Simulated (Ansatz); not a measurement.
Rows from a G0W0 calculation on PtSe2 (1T monolayer) (Ansatz 0.2.0; G0W0 on LDA, plane waves, PAW; 6×6×1 mesh, 441 empty bands, screening to 70 eV), in eV. Spin-orbit coupling is left out.

```tsv
row	k	band	start	Σx	Σc at the solution	Vxc
A	Γ	v1	-5.923	-17.878	1.204	-16.595
B	(0.000, 0.167, 0.000)	c2	-3.136	-16.364	-3.186	-20.325
C	(0.000, 0.167, 0.000)	v1	-5.994	-19.686	1.622	-17.977
D	(0.000, 0.167, 0.000)	v2	-6.095	-20.064	1.954	-17.969
E	Γ	c1	-2.777	-17.066	-3.183	-21.018
F	(0.000, 0.167, 0.000)	c1	-4.244	-16.035	-2.602	-19.395
```

**Question.** Work out each quasiparticle level and how far it moved.

The quasiparticle equation reads E = start + Σx + Σc(E) − Vxc.

```tsv
row	E (eV)	shift (eV)
A	-6.003	−0.080
B	-2.361	+0.775
C	-6.081	−0.087
D	-6.236	−0.141
E	-2.008	+0.769
F	-3.486	+0.758
```

Limits: not at the basis limit; coarse mesh for a sheet; no spin polarisation; d states lean on the start; no spin-orbit coupling.

[Paths, hosts, dates, memory and timing lines, banners, echoed tables and standing remarks are left out of the program output.]

[Logs are printed without paths, hosts, clocks, repeated set-up lines and the standing remarks that a program may print on its own settings, such as how far it seeks lower states.]

[Runs of the session that timed out or met a known fault of the program may be left out.]

[Cells called generated may have been cut or substituted from an entry of the Crystallography Open Database or the Materials Project.]

[Hosts, paths, dates, database ids (printed as entryN), source tags and the programs' standing remarks are cut or masked in the printed files.]
